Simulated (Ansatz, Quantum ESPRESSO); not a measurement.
# TbAl3 (Pm-3m): zone-centre phonons

Aim: the zone-centre modes of TbAl3 (Pm-3m).

Method: DFT PBEsol, scalar-relativistic, plane waves, PseudoDojo norm-conserving, 4f in core pseudopotentials, in Quantum ESPRESSO 7.5.

### Step 1. Set-up

It takes space group Pm-3m (No. 221, cubic). The conventional cell has a = 4.244 Å, b = 4.244 Å, c = 4.244 Å, α = 90.00°, β = 90.00°, γ = 90.00°. Tb has 12 Al at 3.00 Å nearest. Nearest to Al lie 8 Al at 3.00 Å and 4 Tb at 3.00 Å. Farther neighbours are not listed.

### Step 2. A probe with smearing

A cheap run with smearing and empty bands tells whether the crystal has a gap, which decides between fixed occupations and smearing later on.

probe.in reads:

```
 &control
    calculation='scf',
    prefix='x',
    outdir='./tmp',
    pseudo_dir='./pseudo',
    tprnfor=.true.,
    tstress=.true.,
    verbosity='high',
 /
 &system
    ibrav=0,
    nat=4,
    ntyp=2,
    ecutwfc=42.0,
    input_dft='pbesol',
    occupations='smearing',
    smearing='gaussian',
    degauss=0.01,
 /
 &electrons
    conv_thr=1.0d-07,
    mixing_beta=0.7,
    electron_maxstep=100,
 /
ATOMIC_SPECIES
 Tb    158.9254  Tb.upf
 Al     26.9815  Al.upf
CELL_PARAMETERS angstrom
     4.244024260    0.000000000    0.000000000
     0.000000000    4.244024260    0.000000000
     0.000000000    0.000000000    4.244024260
ATOMIC_POSITIONS crystal
 Tb     0.000000000   0.000000000   0.000000000
 Al     0.500000000   0.500000000   0.000000000
 Al     0.500000000   0.000000000   0.500000000
 Al     0.000000000   0.500000000   0.500000000
K_POINTS automatic
 4 4 4 0 0 0
```

Command:

```console
OMP_NUM_THREADS=1 mpirun -n 4 pw.x -nk 4 -in probe.in > probe.out
```

Output:

```text
[banners, grids, parts of the stress and lines that vanish by symmetry left out]
Program PWSCF v.7.5
     IMPORTANT: XC functional enforced from input :
     Exchange-correlation= PBESOL
                           (   1   4  10   8   0   0   0)
[...]
kinetic-energy cutoff     =      42.0000  Ry
     charge density cutoff     =     168.0000  Ry
     scf convergence threshold =      1.0E-07
[...]
Exchange-correlation= PBESOL
                           (   1   4  10   8   0   0   0)
[...]
48 Sym. Ops., with inversion, found
[...]
(     0          1          0      )
                  (     0          0          1      )
[...]
(  0.0000000  1.0000000  0.0000000 )
                  (  0.0000000  0.0000000  1.0000000 )
[...]
(     0         -1          0      )
[...]
(     1          0          0      )
[...]
( -1.0000000  0.0000000  0.0000000 )
                  (  0.0000000  1.0000000  0.0000000 )
[...]
number of k points=    10  Gaussian smearing, width (Ry)=  0.0100
[...]
End of self-consistent calculation
[...]
the Fermi energy is     9.2527 ev
!    total energy              =     -99.14021448 Ry
[...]
convergence has been achieved in   8 iterations
[...]
atom    1 type  1   force =     0.00000000    0.00000000    0.00000000
     atom    2 type  2   force =     0.00000000    0.00000000    0.00000000
     atom    3 type  2   force =     0.00000000    0.00000000    0.00000000
     atom    4 type  2   force =     0.00000000    0.00000000    0.00000000
[...]
Total force =     0.000000     Total SCF correction =     0.000000
[...]
total   stress  (Ry/bohr**3)                   (kbar)     P=      -10.47
[...]
XML data file, charge density, pseudopotentials, collected wavefunctions

   JOB DONE.
```

It took 2.9 s on 4 MPI ranks of Arm Neoverse V1, shared host.

This step gave:

```
volume per atom   : 19.11 Å³
pressure          : -1.047 GPa
gap on the k-mesh : 0 eV
```

No gap opens on this mesh, so smearing is kept; the start stands at -1.0 GPa.

### Step 3. Relaxation

Frequencies change by per cents with a per cent of volume, so the structure is first brought to rest at this level of theory.

relax.in reads:

```
 &control
    calculation='vc-relax',
    prefix='x',
    outdir='./tmp',
    pseudo_dir='./pseudo',
    tprnfor=.true.,
    tstress=.true.,
    forc_conv_thr=2.0d-05,
    etot_conv_thr=1.0d-07,
    nstep=40,
 /
 &system
    ibrav=0,
    nat=4,
    ntyp=2,
    ecutwfc=42.0,
    input_dft='pbesol',
    occupations='smearing',
    smearing='mv',
    degauss=0.02,
 /
 &electrons
    conv_thr=1.0d-11,
    mixing_beta=0.7,
    electron_maxstep=100,
 /
 &ions
 /
 &cell
    press_conv_thr=0.1,
 /
ATOMIC_SPECIES
 Tb    158.9254  Tb.upf
 Al     26.9815  Al.upf
CELL_PARAMETERS angstrom
     4.244024260    0.000000000    0.000000000
     0.000000000    4.244024260    0.000000000
     0.000000000    0.000000000    4.244024260
ATOMIC_POSITIONS crystal
 Tb     0.000000000   0.000000000   0.000000000
 Al     0.500000000   0.500000000   0.000000000
 Al     0.500000000   0.000000000   0.500000000
 Al     0.000000000   0.500000000   0.500000000
K_POINTS automatic
 8 8 8 0 0 0
```

Command:

```console
OMP_NUM_THREADS=1 mpirun -n 4 pw.x -nk 4 -in relax.in > relax.out
```

Output:

```text
[banners, grids, parts of the stress and lines that vanish by symmetry left out]
[banner, memory and clock lines left out]
Program PWSCF v.7.5

[...]
Exchange-correlation= PBESOL
                           (   1   4  10   8   0   0   0)
[...]
kinetic-energy cutoff     =      42.0000  Ry
     charge density cutoff     =     168.0000  Ry
     scf convergence threshold =      1.0E-11
[...]
energy convergence thresh.=      1.0E-07
     force convergence thresh. =      2.0E-05
     press convergence thresh. =      1.0E-01
     Exchange-correlation= PBESOL
                           (   1   4  10   8   0   0   0)
[...]
48 Sym. Ops., with inversion, found
[...]
number of k points=    35  Marzari-Vanderbilt smearing, width (Ry)=  0.0200
[...]
End of self-consistent calculation
[...]
the Fermi energy is     9.2750 ev
!    total energy              =     -99.15002837 Ry
[...]
convergence has been achieved in  13 iterations
[...]
atom    1 type  1   force =     0.00000000    0.00000000    0.00000000
     atom    2 type  2   force =     0.00000000    0.00000000    0.00000000
     atom    3 type  2   force =     0.00000000    0.00000000    0.00000000
     atom    4 type  2   force =     0.00000000    0.00000000    0.00000000
     Total force =     0.000000     Total SCF correction =     0.000000
[...]
total   stress  (Ry/bohr**3)                   (kbar)     P=      -15.88
[...]
number of bfgs steps    =   0
[...]
CELL_PARAMETERS (angstrom)
[...]
ATOMIC_POSITIONS (crystal)
Tb               0.0000000000        0.0000000000        0.0000000000
Al               0.5000000000        0.5000000000        0.0000000000
Al               0.5000000000        0.0000000000        0.5000000000
Al               0.0000000000        0.5000000000        0.5000000000
[...]
New effective cutoffs (rho, wfc):  168.47   42.22
[...]
End of self-consistent calculation
[...]
the Fermi energy is     9.3651 ev
!    total energy              =     -99.15038696 Ry
[...]
convergence has been achieved in   6 iterations
[...]
atom    1 type  1   force =     0.00000000    0.00000000    0.00000000
     atom    2 type  2   force =     0.00000000    0.00000000    0.00000000
     atom    3 type  2   force =     0.00000000    0.00000000    0.00000000
     atom    4 type  2   force =     0.00000000    0.00000000    0.00000000
     Total force =     0.000000     Total SCF correction =     0.000000
[...]
total   stress  (Ry/bohr**3)                   (kbar)     P=       -9.41
[...]
number of bfgs steps    =   1
[...]
CELL_PARAMETERS (angstrom)
[...]
ATOMIC_POSITIONS (crystal)
[...]
New effective cutoffs (rho, wfc):  169.79   42.55
[...]
End of self-consistent calculation
[...]
the Fermi energy is     9.4958 ev
!    total energy              =     -99.15057303 Ry
[...]
convergence has been achieved in   9 iterations
[...]
atom    1 type  1   force =     0.00000000    0.00000000    0.00000000
     atom    2 type  2   force =     0.00000000    0.00000000    0.00000000
     atom    3 type  2   force =     0.00000000    0.00000000    0.00000000
     atom    4 type  2   force =     0.00000000    0.00000000    0.00000000
     Total force =     0.000000     Total SCF correction =     0.000000
[...]
total   stress  (Ry/bohr**3)                   (kbar)     P=        0.31
[...]
number of bfgs steps    =   2
[...]
CELL_PARAMETERS (angstrom)
[...]
ATOMIC_POSITIONS (crystal)
[...]
New effective cutoffs (rho, wfc):  169.74   42.54
[...]
End of self-consistent calculation
[...]
the Fermi energy is     9.4916 ev
!    total energy              =     -99.15057323 Ry
[...]
convergence has been achieved in   6 iterations
[...]
atom    1 type  1   force =     0.00000000    0.00000000    0.00000000
     atom    2 type  2   force =     0.00000000    0.00000000    0.00000000
     atom    3 type  2   force =     0.00000000    0.00000000    0.00000000
     atom    4 type  2   force =     0.00000000    0.00000000    0.00000000
     Total force =     0.000000     Total SCF correction =     0.000000
[...]
total   stress  (Ry/bohr**3)                   (kbar)     P=       -0.01
[...]
number of bfgs steps    =   3
[...]
small trust_radius: resetting bfgs history
[...]
CELL_PARAMETERS (angstrom)
[...]
ATOMIC_POSITIONS (crystal)
[...]
New effective cutoffs (rho, wfc):  169.74   42.54
[...]
End of self-consistent calculation
[...]
the Fermi energy is     9.4917 ev
!    total energy              =     -99.15057323 Ry
[...]
convergence has been achieved in   3 iterations
[...]
atom    1 type  1   force =     0.00000000    0.00000000    0.00000000
     atom    2 type  2   force =     0.00000000    0.00000000    0.00000000
     atom    3 type  2   force =     0.00000000    0.00000000    0.00000000
     atom    4 type  2   force =     0.00000000    0.00000000    0.00000000
     Total force =     0.000000     Total SCF correction =     0.000000
[...]
total   stress  (Ry/bohr**3)                   (kbar)     P=       -0.00
[...]
bfgs converged in   5 scf cycles and   4 bfgs steps
[...]
End of BFGS Geometry Optimization
     Final enthalpy           =     -99.1505732269 Ry
     File ./tmp/x.bfgs deleted, as requested
[...]
CELL_PARAMETERS (angstrom)
[...]
ATOMIC_POSITIONS (crystal)
[...]
Al               0.5000000000        0.0000000000        0.5000000000
Al               0.0000000000        0.5000000000        0.5000000000
[...]
Final scf calculation at the relaxed structure.
[...]
kinetic-energy cutoff     =      42.0000  Ry
     charge density cutoff     =     168.0000  Ry
     scf convergence threshold =      1.0E-13
[...]
press convergence thresh. =      1.0E-01
     Exchange-correlation= PBESOL
                           (   1   4  10   8   0   0   0)
[...]
48 Sym. Ops., with inversion, found
[...]
number of k points=    35  Marzari-Vanderbilt smearing, width (Ry)=  0.0200
[...]
c_bands:  1 eigenvalues not converged
     c_bands:  1 eigenvalues not converged
     c_bands:  1 eigenvalues not converged
     c_bands:  1 eigenvalues not converged
[...]
End of self-consistent calculation
[...]
the Fermi energy is     9.4917 ev
!    total energy              =     -99.15039739 Ry
[...]
convergence has been achieved in  12 iterations
[...]
atom    1 type  1   force =     0.00000000    0.00000000    0.00000000
     atom    2 type  2   force =     0.00000000    0.00000000    0.00000000
     atom    3 type  2   force =     0.00000000    0.00000000    0.00000000
     atom    4 type  2   force =     0.00000000    0.00000000    0.00000000
     Total force =     0.000000     Total SCF correction =     0.000000
[...]
total   stress  (Ry/bohr**3)                   (kbar)     P=       -0.47
[...]
XML data file, charge density, pseudopotentials, collected wavefunctions
```

The job ended after 34 s (4 MPI ranks).

The steps of the relaxation:

| step | energy less that of the first step (eV) | largest force (eV/Å) | pressure (GPa) | volume (Å³) |
| --- | --- | --- | --- | --- |
| 1 | 0.0000 | 0.0000 | -1.59 | 76.44 |
| 2 | -0.0049 | 0.0000 | -0.94 | 75.83 |
| 3 | -0.0074 | 0.0000 | 0.03 | 74.94 |
| 4 | -0.0074 | 0.0000 | 0.00 | 74.97 |
| 5 | -0.0074 | 0.0000 | 0.00 | 74.97 |
| 6 | -0.0050 | 0.0000 | -0.05 | 74.97 |

| conventional cell, symmetrised | before | after | change |
| --- | --- | --- | --- |
| a (Å) | 4.244 | 4.217 | -0.6 % |
| b (Å) | 4.244 | 4.217 | -0.6 % |
| c (Å) | 4.244 | 4.217 | -0.6 % |
| volume (Å³/atom) | 19.11 | 18.74 | -1.9 % |

The last row of the table of steps is pw.x's closing run on a basis chosen anew for the final cell, so its energy can jump.

Read from the output:

```yaml
volume_per_atom: 18.74 Å³
pressure: -0.04700 GPa
```

The volume changes by -1.9 % from the cell with which this run began.

### Step 4. Self-consistent run for the response

Perturbation theory inherits every error of the wavefunctions, so the threshold is set near the limit of the arithmetic. Smearing stays on, as the first look found no gap above 0.3 eV.

scf.in reads:

```
 &control
    calculation='scf',
    prefix='x',
    outdir='./tmp',
    pseudo_dir='./pseudo',
    tprnfor=.true.,
    tstress=.true.,
 /
 &system
    ibrav=0,
    nat=4,
    ntyp=2,
    ecutwfc=42.0,
    input_dft='pbesol',
    occupations='smearing',
    smearing='mv',
    degauss=0.02,
 /
 &electrons
    conv_thr=1.0d-12,
    mixing_beta=0.7,
    electron_maxstep=100,
 /
ATOMIC_SPECIES
 Tb    158.9254  Tb.upf
 Al     26.9815  Al.upf
CELL_PARAMETERS angstrom
     4.216624352    0.000000000    0.000000000
     0.000000000    4.216624352    0.000000000
     0.000000000    0.000000000    4.216624352
ATOMIC_POSITIONS crystal
 Tb     0.000000000   0.000000000   0.000000000
 Al     0.500000000   0.500000000   0.000000000
 Al     0.500000000   0.000000000   0.500000000
 Al     0.000000000   0.500000000   0.500000000
K_POINTS automatic
 8 8 8 0 0 0
```

Command:

```console
OMP_NUM_THREADS=1 mpirun -n 4 pw.x -nk 4 -in scf.in > scf.out
```

Output:

```text
[banners, grids, parts of the stress and lines that vanish by symmetry left out]
[banner, memory and clock lines left out]
Program PWSCF v.7.5

[...]
Exchange-correlation= PBESOL
                           (   1   4  10   8   0   0   0)
[...]
kinetic-energy cutoff     =      42.0000  Ry
     charge density cutoff     =     168.0000  Ry
     scf convergence threshold =      1.0E-12
[...]
Exchange-correlation= PBESOL
                           (   1   4  10   8   0   0   0)
[...]
48 Sym. Ops., with inversion, found
[...]
number of k points=    35  Marzari-Vanderbilt smearing, width (Ry)=  0.0200
[...]
End of self-consistent calculation
[...]
the Fermi energy is     9.4917 ev
!    total energy              =     -99.15039739 Ry
[...]
convergence has been achieved in  14 iterations
[...]
atom    1 type  1   force =     0.00000000    0.00000000    0.00000000
     atom    2 type  2   force =     0.00000000    0.00000000    0.00000000
     atom    3 type  2   force =     0.00000000    0.00000000    0.00000000
     atom    4 type  2   force =     0.00000000    0.00000000    0.00000000
     Total force =     0.000000     Total SCF correction =     0.000000
[...]
total   stress  (Ry/bohr**3)                   (kbar)     P=       -0.47
[...]
XML data file, charge density, pseudopotentials, collected wavefunctions
```

It took 9.7 s on 4 MPI ranks; 38 s of CPU time.

The cell stands at -0.047 GPa, close enough for phonons.

(Continued in part 2 of 3.)

[Host names and launcher messages were left out of these logs when they were recorded.]

[Logs are printed without paths, hosts, clocks, repeated set-up lines and the standing remarks that a program may print on its own settings, such as how far it seeks lower states.]

[Hosts, paths, dates, database ids (printed as entryN), source tags and the programs' standing remarks are cut or masked in the printed files.]
